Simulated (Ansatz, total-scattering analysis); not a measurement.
# CaP2O6: neutron weights and totals by hand

A simulated model of CaP2O6 at 1500 K, fixed volume (mean pressure 0.7 GPa), from ab initio molecular dynamics with Ansatz (PBE, plane waves, PAW set soft_1, Langevin thermostat, no spin, fixed volume). The average runs over 0.57 ps of 72 atoms, so shells between rare elements are rough. Mean temperature 1426 K, largest m.s.d. 1.00 Å², energy drift -2 meV an atom (last third less first, no steady trend), Langevin friction 10 ps⁻¹; the first quarter of the run is discarded. Preparation: last frame of a classical run of this cell, a melt, rescaled to the set density, then 0.3 ps at 1650 K with a cheaper basis and a friction of 10 ps⁻¹ (mean temperature of the first stage 1745 K), too short to forget the start in full. So short a stretch relaxes bonds and nearest shells but still remembers its start. It is a melt by its history, in a run too short to show flow. Atom fractions Ca 0.1111, P 0.2222, O 0.6667; masses Ca 40.078, P 30.974, O 15.999 u; density 2.3040 g/cm³; coherent lengths Ca 4.7, P 5.13, O 5.8037 fm. Faber–Ziman partials at a few Q:

| Q (Å⁻¹) | S O–O | S P–O | S Ca–O | S Ca–P | S P–P | S Ca–Ca |
| --- | --- | --- | --- | --- | --- | --- |
| 1.70 | 0.299 | 2.619 | 0.506 | 0.891 | 1.661 | 2.372 |
| 2.80 | 1.826 | -0.848 | 1.362 | 0.536 | 1.957 | 0.522 |
| 4.90 | 0.950 | 1.620 | 0.716 | 0.629 | 1.246 | 1.121 |

The pair function g(PO), r in Å, every 0.06 Å up to its first minimum: 1.35 0.06, 1.41 2.43, 1.47 10.83, 1.53 13.93, 1.59 9.80, 1.65 6.01, 1.71 3.96, 1.77 1.89, 1.83 0.81, 1.89 0.28, 1.95 0.12, 2.01 0.03, 2.07 0.02, 2.13 0.02.

**Tasks.** (a) The number density. (b) The neutron weights. (c) The neutron S(Q) at the listed Q. (d) The number of O around P.

(a) The mean mass is 0.1111×40.078 + 0.2222×30.974 + 0.6667×15.999 = 22.002 u, so ρ₀ = 2.3040/(22.002 × 1.66054) = 0.06306 Å⁻³.

(b) ⟨b⟩ = 0.1111×4.7 + 0.2222×5.13 + 0.6667×5.8037 = 5.531 fm. The weight of a pair is ci cj bi bj (2 − δij)/⟨b⟩²: O–O 0.489, P–O 0.288, Ca–O 0.132, Ca–P 0.039, P–P 0.042, Ca–Ca 0.009; they sum to 1.000.

(c) S = 1 + Σ w (Sij − 1). At 1.70 Å⁻¹: 1 − 0.343 + 0.467 − 0.065 − 0.004 + 0.028 + 0.012 = 1.095; P–O pushes up most; O–O pulls down most. At 2.80 Å⁻¹: 1 + 0.404 − 0.533 + 0.048 − 0.018 + 0.041 − 0.004 = 0.938; O–O pushes up most; P–O pulls down most. At 4.90 Å⁻¹: 1 − 0.024 + 0.179 − 0.038 − 0.014 + 0.010 + 0.001 = 1.114; P–O pushes up most; Ca–O pulls down most.

(d) n = 4πρ₀ c(O) Σ r² g Δr. The sum Σ r² g over the listed points is 124.1 Å², so n = 4π × 0.06306 × 0.6667 × 124.1 × 0.06 = 3.93; counting pairs in the frames up to 2.16 Å gives 3.93. By balance, each O has n c(P)/c(O) = 1.31 P.
